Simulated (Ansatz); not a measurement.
# Cl on Au(100): change of the work function, part 4 of 5

Wanted: Δφ(θ) for Cl/Au(100), starting from the hollow site.

Ansatz 0.2.0; plane-wave DFT, PBE, Ansatz PAW.

So far, work function, upper face (eV): step 2 (the clean slab) 5.09; step 3 (37 atoms, coverage 0.111 ML, cell 3x3) 5.43; step 4 (17 atoms, coverage 0.25 ML, cell 2x2) 5.82; step 5 (18 atoms, coverage 0.5 ML, cell 2x2) 6.22.

## 6. Adsorbate added, k-mesh 10×10×1, coverage 1 ML

System of this step: Cl/Au(100). The cell holds 5 atoms: 4 Au and 1 Cl. Its edges and angles: a = 2.885 Å, b = 2.885 Å, c = 25.756 Å, α = 90.0°, β = 90.0°, γ = 90.0°. Vacuum lies along c.

Another coverage, to see how the dipoles act on each other as their distance changes.

input.yaml reads:

```yaml
crystal:
  lattice:
    - [2.8849956672, 0.0, 0.0]
    - [0.0, 2.8849956672, 0.0]
    - [0.0, 0.0, 25.7560715256]
  atoms:
    - { symbol: Au, position: [0.5, 0.5, 0.3494321714] }
    - { symbol: Au, position: [0.0, 0.0, 0.4286367969] }
    - { symbol: Au, position: [0.5, 0.5, 0.5120721474] }
    - { symbol: Au, position: [0.0, 0.0, 0.5945267079] }
    - { symbol: Cl, position: [0.5, 0.5, 0.6505678286] }
kpoints:
  mp_grid: { grid: [10, 10, 1] }
hamiltonian:
  xc: pbe
scf:
  occupations: { method: fermi_dirac, width: 0.1 }
  convergence: { dr2_threshold: 1.0e-08 }
efield:
  axis: 3
  dipole_correction: true
  ramp_position: 0.97
  ramp_width: 0.06
relax:
  f_tol: 0.02
  max_steps: 60
  constraints: [{ sites: [0, 1] }]
output:
  bader: true
  write_potential: true
  write_density: true
  volumetric_format: npy
```

Run with:

```console
ansatz run input.yaml --threads 4 --pin off --max-ram 12288MiB --backend cpu --events-out ev --progress --plain --runs-dir out
```

Numbers of over 12 decimals in the logs are rounded to 6 here.

The log of the run:

```text
[...]
Crystal: 5 atoms, lattice volume = 214.373 Å³
Basis set: ecut = 420 eV, 4195 PW (Γ), exchange–correlation on 40×40×360 points (8 copies of the dense FFT grid, shifted against one another)
Bands: 50, of which v1, the nominal top of the filled ones, is band 42 counted from 1 (41 counted from 0)
Symmetry: 8 space group operations
[...]
- { symbol: Au, position: [0.5, 0.5, 0.512081] }
    - { symbol: Au, position: [0, 0.0, 0.594527] }
    - { symbol: Cl, position: [0.5, 0.5, 0.675338] }
--- Bader charges: 5 sites ---
  site symbol  charge [e]  shift [e]
     0     Au     -0.0370     0.0000
     1     Au      0.0396     0.0000
     2     Au      0.0261     0.0000
     3     Au      0.2070     0.0000
     4     Cl     -0.2357     0.0000
  estimated error of the sums over rays = 4.3e-4 e
[key lines of the parts left out:]
SCF converged after 7 iterations
Free energy (F): -53675.786283 eV
Fermi energy:    3.579699 eV
Dipole field:    D = -0.059861 V/Å  (p = -0.070917 e·Å, saw-weighted, corrected)
Work function:   Φ+ = 6.5410 eV   Φ− = 4.9992 eV
```

Run time: 29 s. Hardware: 4 threads of Arm Neoverse V1, shared host; peak memory 0.58 GiB; 1.9 min of CPU time.

The steps of the relaxation:

| step | energy less that of the first step (eV) | largest force component (eV/Å) |
| --- | --- | --- |
| 1 | 0.0000 | 3.4335 |
| 2 | -0.6519 | 1.2048 |
| 3 | -0.7954 | 0.3554 |
| 4 | -0.8302 | 0.0983 |
| 5 | -0.8327 | 0.0145 |

Forces are held to the 8 operations that the run works with; a distortion that breaks them can't arise in this run.

The atoms that moved most (Å):

| atom | dx | dy | dz | length |
| --- | --- | --- | --- | --- |
| Cl5 | 0.000 | 0.000 | 0.638 | 0.638 |

The relaxation took 5 steps and lowered the energy by 0.83 eV; the largest force on the free atoms ends at 0.015 eV/Å.

The covered face has 6.54 eV, +1.45 eV against the clean one; the bare back face has moved by -0.05 eV, a measure of how thin the slab is.

## 7. Work function against coverage

This step: plane-wave DFT, PBE, Ansatz PAW; work function against coverage (Ansatz 0.2.0).

The runs are now put side by side.

Numbers from this step:

| Property | Result |
| --- | --- |
| work function of the clean face | 5.091 eV |
| largest change of the work function | 1.450 eV |

Table of work function of the covered face by coverage:

| coverage (adsorbates/nm²) | work function of the covered face (eV) |
| --- | --- |
| 0.00 | 5.09 |
| 1.33 | 5.43 |
| 3.00 | 5.82 |
| 6.01 | 6.22 |
| 12.01 | 6.54 |

The dipole per adsorbate comes from the change of the cell's dipole. Coverage, by row:

| coverage (1/nm²) | coverage (ML) | work function (eV) | change (eV) | dipole per adsorbate, positive end outwards (debye) | mean height of the added atoms over the highest substrate atom (Å) |
| --- | --- | --- | --- | --- | --- |
| 1.335 | 0.1111 | 5.428 | 0.3379 | -0.649 | 1.864 |
| 3.004 | 0.25 | 5.819 | 0.7281 | -0.633 | 1.92 |
| 6.007 | 0.5 | 6.216 | 1.126 | -0.515 | 1.908 |
| 12.01 | 1 | 6.541 | 1.45 | -0.331 | 2.081 |

## 8. The slab at 0.25 ML, atoms frozen

This step: plane-wave DFT, PBE, Ansatz PAW (Ansatz 0.2.0).

System of this step: Cl/Au(100). The cell holds 17 atoms: 16 Au and 1 Cl. Its edges and angles: a = 5.770 Å, b = 5.770 Å, c = 25.756 Å, α = 90.0°, β = 90.0°, γ = 90.0°. Vacuum lies along c.

To see where the charge goes, the covered slab, the bare substrate and the adsorbate layer are each run at the same frozen positions and on the same grid.

input.yaml reads:

```yaml
crystal:
  lattice:
    - [5.7699913344, 0.0, 0.0]
    - [0.0, 5.7699913344, 0.0]
    - [0.0, 0.0, 25.7560715256]
  atoms:
    - { symbol: Au, position: [0.25, 0.25, 0.3494321714] }
    - { symbol: Au, position: [0.0, 0.0, 0.4286367969] }
    - { symbol: Au, position: [0.25, 0.25, 0.512197013] }
    - { symbol: Au, position: [-0.0038068467, -0.0038068467, 0.5949061622] }
    - { symbol: Au, position: [0.25, 0.75, 0.3494321714] }
    - { symbol: Au, position: [0.0, 0.5, 0.4286367969] }
    - { symbol: Au, position: [0.25, 0.75, 0.5115862542] }
    - { symbol: Au, position: [-0.0038068467, 0.5038068467, 0.5949061622] }
    - { symbol: Au, position: [0.75, 0.25, 0.3494321714] }
    - { symbol: Au, position: [0.5, 0.0, 0.4286367969] }
    - { symbol: Au, position: [0.75, 0.25, 0.5115862542] }
    - { symbol: Au, position: [0.5038068467, -0.0038068467, 0.5949061622] }
    - { symbol: Au, position: [0.75, 0.75, 0.3494321714] }
    - { symbol: Au, position: [0.5, 0.5, 0.4286367969] }
    - { symbol: Au, position: [0.75, 0.75, 0.5146413016] }
    - { symbol: Au, position: [0.5038068467, 0.5038068467, 0.5949061622] }
    - { symbol: Cl, position: [0.25, 0.25, 0.6694519164] }
kpoints:
  mp_grid: { grid: [5, 5, 1] }
hamiltonian:
  xc: pbe
scf:
  occupations: { method: fermi_dirac, width: 0.1 }
  convergence: { dr2_threshold: 1.0e-08 }
efield:
  axis: 3
  dipole_correction: true
  ramp_position: 0.97
  ramp_width: 0.06
output:
  write_potential: true
  write_density: true
  volumetric_format: npy
```

The log of the run:

```text
[...]
Crystal: 17 atoms, lattice volume = 857.492 Å³
Basis set: ecut = 420 eV, 16811 PW (Γ)
Bands: 187, of which v1, the nominal top of the filled ones, is band 156 counted from 1 (155 counted from 0)
Symmetry: 8 space group operations
[...]
k-points: 6 of 25
[...]
SCF iter   1: F=—  HF=-211466.040777 eV  |F-HF|=—  |Δ(HF+E_count)|=         —  Δρ=2.59e-3  dr2=8.85e-1  ethr=1.77e-3  p=-0.206 e·Å  D=-4.35e-2 V/Å  ΔV_dip=1.12 eV  dr2_dipole=2.40e-1  V_vac-E_F(+/−)=5.74/4.62 eV  ⟨swp⟩=8.0  Hψ=4838  notcnv=0  defer=45
[...]
SCF iter   9: F=-211466.027945 eV  HF=-211466.027945 eV  |F-HF|=1.43e-9  |Δ(HF+E_count)|=   2.77e-8  Δρ=5.64e-7  dr2=5.25e-9  ethr=3.22e-12  p=-0.140 e·Å  D=-2.95e-2 V/Å  ΔV_dip=0.76 eV  dr2_dipole=9.04e-11  V_vac-E_F(+/−)=5.82/5.06 eV  ⟨swp⟩=21.5  Hψ=5259  notcnv=0
SCF 1 converged in 9 iterations: F = -211466.027945 eV  dr2 = 5.25e-9
[...]
SCF converged after 9 iterations
Free energy (F): -211466.027945 eV
[...]
Internal energy: -211465.844293 eV  (E = F + TS)
E sigma→0 (E₀):  -211465.936119 eV
Entropy (-TS):   -0.183652 eV (-10.803 meV/atom)
Fermi energy:    3.062920 eV
Dipole field:    D = -0.029539 V/Å  (p = -0.139980 e·Å, saw-weighted, corrected)
Work function:   Φ+ = 5.8186 eV   Φ− = 5.0578 eV
[...]
--- Band table (eV; the first three rows and the last of 6) ---
  k-point 0: bands = [... 152 lower, 2.9149, 2.9914, 2.9914, 2.9982, 3.2336, 3.2336, 3.3321, 3.9715, ... 27 higher]
  k-point 1: bands = [... 152 lower, 1.8336, 3.1588, 3.2139, 3.2420, 3.5354, 3.6740, 4.2029, 4.9157, ... 27 higher]
  k-point 2: bands = [... 152 lower, 2.0257, 2.7427, 3.6470, 3.6624, 4.0917, 4.2145, 4.2246, 4.6622, ... 27 higher]
  k-point 5: bands = [... 152 lower, 1.5523, 2.0001, 2.0098, 2.5507, 2.7780, 3.4574, 3.4951, 4.2050, ... 27 higher]
```

Run time: 46 s. Hardware: 4 threads; peak memory 3.2 GiB.

This step gave:

* energy at zero smearing: -211465.9361 eV
* work function, upper face: 5.819 eV
* work function, lower face: 5.058 eV
* dipole along the normal: -0.1400 e·Å
* step between the vacuum levels: 0.7608 eV

The work function of the upper face is 5.82 eV.

## 9. The substrate of the 0.25 ML cell alone

System of this step: Cl/Au(100), substrate alone, atoms held. The cell holds 16 atoms: 16 Au. Its edges and angles: a = 5.770 Å, b = 5.770 Å, c = 25.756 Å, α = 90.0°, β = 90.0°, γ = 90.0°. Vacuum lies along c.

The second part, atoms unmoved.

input.yaml: that of step 8 with these lines changed.

```diff
@@ -22,3 +22,2 @@
     - { symbol: Au, position: [0.5038068467, 0.5038068467, 0.5949061622] }
-    - { symbol: Cl, position: [0.25, 0.25, 0.6694519164] }
 kpoints:
```

The log of the run:

```text
[...]
Crystal: 16 atoms, lattice volume = 857.492 Å³
Basis set: ecut = 420 eV, 16811 PW (Γ)
Bands: 183, of which v1, the nominal top of the filled ones, is band 152 counted from 1 (151 counted from 0)
Symmetry: 8 space group operations
[...]
k-points: 6 of 25
[...]
SCF iter   1: F=—  HF=-210385.701380 eV  |F-HF|=—  |Δ(HF+E_count)|=         —  Δρ=2.98e-3  dr2=9.72e-1  ethr=1.77e-3  p=-0.004 e·Å  D=-8.07e-4 V/Å  ΔV_dip=0.02 eV  dr2_dipole=1.68e-3  V_vac-E_F(+/−)=4.68/4.66 eV  ⟨swp⟩=7.3  Hψ=4589  notcnv=0  defer=46
[...]
SCF iter   9: F=-210385.646896 eV  HF=-210385.646896 eV  |F-HF|=4.66e-10  |Δ(HF+E_count)|=   2.53e-8  Δρ=4.29e-7  dr2=2.32e-9  ethr=3.29e-12  p=-0.008 e·Å  D=-1.67e-3 V/Å  ΔV_dip=0.04 eV  dr2_dipole=1.44e-12  V_vac-E_F(+/−)=5.09/5.05 eV  ⟨swp⟩=19.2  Hψ=4703  notcnv=0
SCF 1 converged in 9 iterations: F = -210385.646896 eV  dr2 = 2.32e-9
[...]
SCF converged after 9 iterations
Free energy (F): -210385.646896 eV
[...]
Internal energy: -210385.457296 eV  (E = F + TS)
E sigma→0 (E₀):  -210385.552096 eV
Entropy (-TS):   -0.189600 eV (-11.850 meV/atom)
Fermi energy:    3.075001 eV
Dipole field:    D = -0.001667 V/Å  (p = -0.007898 e·Å, saw-weighted, corrected)
Work function:   Φ+ = 5.0887 eV   Φ− = 5.0458 eV
[...]
--- Band table (eV; the first three rows and the last of 6) ---
  k-point 0: bands = [... 148 lower, 2.8909, 2.9438, 2.9459, 2.9459, 3.2130, 3.2130, 3.2506, 3.3319, ... 27 higher]
  k-point 1: bands = [... 148 lower, 1.6475, 2.9167, 3.1672, 3.1900, 3.2043, 3.6495, 3.6928, 4.8270, ... 27 higher]
  k-point 2: bands = [... 148 lower, 1.4442, 2.1561, 3.6121, 3.6170, 3.7393, 4.1607, 4.1608, 4.6005, ... 27 higher]
  k-point 5: bands = [... 148 lower, 1.1775, 1.5529, 1.5600, 2.2254, 2.3723, 3.1304, 3.1547, 3.9604, ... 27 higher]
```

The job ended after 43 s (4 threads; peak memory 3.1 GiB; 2.9 min of CPU time).

This step gave:

- energy at zero smearing: -210385.5521 eV
- work function, upper face: 5.089 eV
- work function, lower face: 5.046 eV
- dipole along the normal: -0.007898 e·Å
- step between the vacuum levels: 0.04293 eV

The work function of the upper face is 5.09 eV.

## 10. The adsorbate layer of the 0.25 ML cell alone

System of this step: Cl/Au(100), adsorbate layer alone, atoms held. The cell holds 1 atom: 1 Cl. Cell: a = 5.770 Å, b = 5.770 Å, c = 25.756 Å, α = 90.0°, β = 90.0°, γ = 90.0°. Vacuum lies along c.

The third part; a free layer of atoms may carry a moment, so spin is on.

input.yaml, the sections that differ from step 9:

```yaml
crystal:
  lattice:
    - [5.7699913344, 0.0, 0.0]
    - [0.0, 5.7699913344, 0.0]
    - [0.0, 0.0, 25.7560715256]
  atoms:
    - { symbol: Cl, position: [0.25, 0.25, 0.6694519164], spin: 1.0 }
magnetization:
  spin_polarized: true
# kpoints, hamiltonian, scf, efield, output: as in step 9
```

The log of the run:

```text
[...]
Crystal: 1 atoms, lattice volume = 857.492 Å³
Basis set: ecut = 420 eV, 16811 PW (Γ)
Bands: 8, of which v1, the nominal top of the filled ones, is band 4 counted from 1 (3 counted from 0)
Symmetry: 8 space group operations
k-points: 6 of 25
[...]
Starting moments: Σ|m| = 1 μB on 1 of 1 site
[...]
SCF iter   1: F=—  HF=-1078.101640 eV  |F-HF|=—  |Δ(HF+E_count)|=         —  Δρ=2.91e-4 (↑2.39e-4 ↓2.91e-4)  dr2=8.84e-5  dr2_m=5.42e-4  M=1.000 μB ∫|m|=1.000 μB  β_m=1.00  ethr=9.98e-7  p=-0.000 e·Å  D=-5.49e-9 V/Å  ΔV_dip=0.00 eV  dr2_dipole=2.54e-14  V_vac-E_F(+/−)=8.07/8.07 eV  ⟨swp⟩=4.0  Hψ=1085  notcnv=0
[...]
spin=Collinear: Resta preconditioning applied to the charge; magnetization (m = ρ↑ − ρ↓) channel mixes plain (no charge-response kernel on spin).
SCF iter   2: F=—  HF=-1078.102415 eV  |F-HF|=—  |Δ(HF+E_count)|=   7.75e-4  Δρ=5.56e-5 (↑2.69e-5 ↓5.56e-5)  dr2=1.47e-5  dr2_m=1.24e-5  M=1.000 μB ∫|m|=1.000 μB  β_m=1.00  ethr=9.98e-7  p=-0.000 e·Å  D=-3.53e-8 V/Å  ΔV_dip=0.00 eV  dr2_dipole=1.19e-14  V_vac-E_F(+/−)=8.06/8.06 eV  ⟨swp⟩=2.0  Hψ=144  notcnv=0  κ⁻¹=1.0e0(r=1)
[...]
SCF iter   5: F=—  HF=-1078.102675 eV  |F-HF|=—  |Δ(HF+E_count)|=   1.37e-5  Δρ=4.46e-6 (↑4.46e-6 ↓2.89e-6)  dr2=1.92e-8  dr2_m=1.04e-7  M=1.000 μB ∫|m|=1.000 μB  β_m=1.20  ethr=1.37e-9  p=0.000 e·Å  D=6.28e-9 V/Å  ΔV_dip=-0.00 eV  dr2_dipole=6.92e-18  V_vac-E_F(+/−)=8.05/8.05 eV  ⟨swp⟩=3.0  Hψ=180  notcnv=0
[...]
spin-set hold released at iteration 5 (site moments contracting): the magnetisation degrees of freedom join the quasi-Newton model from the next iteration; the mixer history was flushed
SCF iter   6: F=—  HF=-1078.102680 eV  |F-HF|=—  |Δ(HF+E_count)|=   4.93e-6  Δρ=2.66e-6 (↑2.66e-6 ↓1.18e-6)  dr2=1.07e-8  dr2_m=2.77e-8  M=1.000 μB ∫|m|=1.000 μB  β_m=1.20  ethr=1.43e-10  p=0.000 e·Å  D=5.80e-9 V/Å  ΔV_dip=-0.00 eV  dr2_dipole=2.36e-17  V_vac-E_F(+/−)=8.05/8.05 eV  ⟨swp⟩=7.1  Hψ=543  notcnv=0  κ⁻¹=1.0e0(r=1)
density mixer auto → broyden: gapped, with many states about μ (density of states about μ 2.01 of a free-electron gas's, 30 screened modes)
SCF iter   7: F=—  HF=-1078.102680 eV  |F-HF|=—  |Δ(HF+E_count)|=   4.01e-7  Δρ=1.61e-6 (↑1.61e-6 ↓1.02e-6)  dr2=1.23e-8  dr2_m=7.86e-9  M=1.000 μB ∫|m|=1.000 μB  β_m=1.20  ethr=1.43e-10  p=0.000 e·Å  D=7.62e-9 V/Å  ΔV_dip=-0.00 eV  dr2_dipole=3.39e-17  V_vac-E_F(+/−)=8.05/8.05 eV  ⟨swp⟩=5.6  Hψ=477  notcnv=0  κ⁻¹=6.5e-2(r=2)
[...]
SCF iter  16: F=-1078.102679 eV  HF=-1078.102679 eV  |F-HF|=1.55e-11  |Δ(HF+E_count)|=   4.74e-9  Δρ=6.55e-9 (↑5.05e-9 ↓6.55e-9)  dr2=1.34e-13  dr2_m=2.12e-13  M=1.000 μB ∫|m|=1.000 μB  ethr=1.00e-12  p=0.000 e·Å  D=6.72e-9 V/Å  ΔV_dip=-0.00 eV  dr2_dipole=3.87e-17  V_vac-E_F(+/−)=8.05/8.05 eV  ⟨swp⟩=4.9  Hψ=429  notcnv=0
SCF 1 converged in 16 iterations: F = -1078.102679 eV  dr2 = 1.34e-13
[...]
this state was not tested for a lower state beside it, because the mixer in use, unlike msr1, does not test its closes by its own steps (another_mixer; see scf.mixing.algorithm and scf.lower_state_search)
SCF converged after 16 iterations
Magnetization: 0.9995 μB (3.9998 up, 3.0002 down)
Absolute magnetization: 0.9996 μB (∫|ρ↑−ρ↓|, with the PAW one-centre terms)
[...]
Per-site moments (μB) at R_I (Å): [(0.997453, 2.38012142544)]
Free energy (F): -1078.102679 eV
[...]
Internal energy: -1077.912148 eV  (E = F + TS)
E sigma→0 (E₀):  -1078.007413 eV
Entropy (-TS):   -0.190531 eV (-190.531 meV/atom)
Fermi energy:    -7.797858 eV
Dipole field:    D = 0.000000 V/Å  (p = 0.000000 e·Å, saw-weighted, corrected)
Work function:   Φ+ = 8.0542 eV   Φ− = 8.0542 eV
[...]
--- Band table (eV; the first three rows and the last of 12) ---
[...]
```

Elapsed: 6.7 s, on 4 threads; peak memory 0.86 GiB; 25 s of CPU time.

Numbers from this step:

```yaml
energy_at_zero_smearing: -1078.0074 eV
total_moment: 0.9995 μB
site_moments: 0.9975 μB
work_function_upper_face: 8.054 eV
dipole_along_the_normal: 1.27e-8 e·Å
```

Site moment by atom:

| atom | site moment (μB) |
| --- | --- |
| Cl1 | 0.997 |

The free layer carries a moment of 1.0 μB a cell.

## 11. Density difference at 0.25 ML

This step: plane-wave DFT, PBE, Ansatz PAW; density difference on adsorption (Ansatz 0.2.0).

The densities of the parts are taken from that of the whole and averaged over planes; the first moment of what is left gives the step in the potential.

This step gave:

| Property | Result |
| --- | --- |
| largest charge moved | -0.003036 e/Å² |
| potential step from the moved charge | 0.7179 eV |

The electron density difference oscillates, so the rows of the table below give means over windows of 0.79 Å about each position, cut where the curve ends. Its maxima inside the range that stand out by 2 % of the span (Å: e/Å³): 9.01: 1.6e-4, 11.59: 1.4e-4, 13.31: 3.9e-4, 14.17: 0.00121, 14.88: 0.00108, 15.60: -4.8e-4, 17.03: 0.00255. Its minima: 11.02: -4.1e-4, 12.88: -3.0e-4, 13.59: -2.0e-4, 14.60: 2.9e-5, 15.31: -0.00238, 16.03: -0.00584.

Planar mean, whole system less its parts. Electron density difference against z; means over each step:

| z (Å) | electron density difference (e/Å³) |
| --- | --- |
| 3.56 | -1.3e-7 |
| 4.35 | -6.9e-7 |
| 5.13 | -3.5e-6 |
| 5.93 | -1.5e-5 |
| 6.71 | -4.5e-5 |
| 7.51 | -4.9e-5 |
| 8.29 | 6.6e-5 |
| 9.09 | 1.1e-4 |
| 9.88 | 1.1e-5 |
| 10.66 | -1.5e-4 |
| 11.46 | -3.8e-5 |
| 12.25 | -1.1e-4 |
| 13.04 | 2.7e-5 |
| 13.82 | 4.8e-4 |
| 14.62 | 6.1e-4 |
| 15.41 | -0.00123 |
| 16.20 | -0.00346 |
| 16.98 | 0.00192 |
| 17.78 | 0.00151 |
| 18.57 | 3.1e-4 |
| 19.36 | 4.7e-5 |
| 20.14 | 7.7e-6 |
| 20.93 | 1.1e-6 |
| 21.73 | 1.4e-7 |

Planar mean, whole system less its parts. The electrons moved below z by z:

z (Å), electrons moved below z (e/Å²) and a bar from the least value:
```
      4.0    0.00000 ########################
      4.5    0.00000 ########################
      5.0    0.00000 ########################
      5.5    0.00000 ########################
      6.0   -0.00001 ########################
      6.5   -0.00002 ########################
      7.0   -0.00005 ########################
      7.5   -0.00008 #######################
      8.0   -0.00008 #######################
      8.5   -0.00005 ########################
      9.0    0.00001 ########################
      9.5    0.00006 ########################
     10.0    0.00008 #########################
     10.5    0.00004 ########################
     11.0   -0.00006 #######################
     11.5   -0.00011 #######################
     12.0   -0.00010 #######################
     12.5   -0.00017 #######################
     13.0   -0.00025 ######################
     13.5   -0.00016 #######################
     14.0    0.00006 ########################
     14.5    0.00045 ############################
     15.0    0.00076 ##############################
     15.5    0.00005 ########################
     16.0   -0.00148 ############
     16.5   -0.00302 
     17.0   -0.00219 #######
     17.5   -0.00113 ###############
     18.0   -0.00036 #####################
     18.5   -0.00011 #######################
     19.0   -0.00003 ########################
     19.5   -0.00001 ########################
     20.0    0.00000 ########################
     20.5    0.00000 ########################
     21.0    0.00000 ########################
```

[end of part 4 of 5]

[Logs are printed without paths, hosts, clocks, repeated set-up lines and the standing remarks that a program may print on its own settings, such as how far it seeks lower states.]

[Hosts, paths, dates, database ids (printed as entryN), source tags and the programs' standing remarks are cut or masked in the printed files.]

[Maps of the electrostatic potential energy from Ansatz leave out the sawtooth potential of an applied field or a dipole correction, so their vacuum need not be flat; planar profiles and work functions include it.]
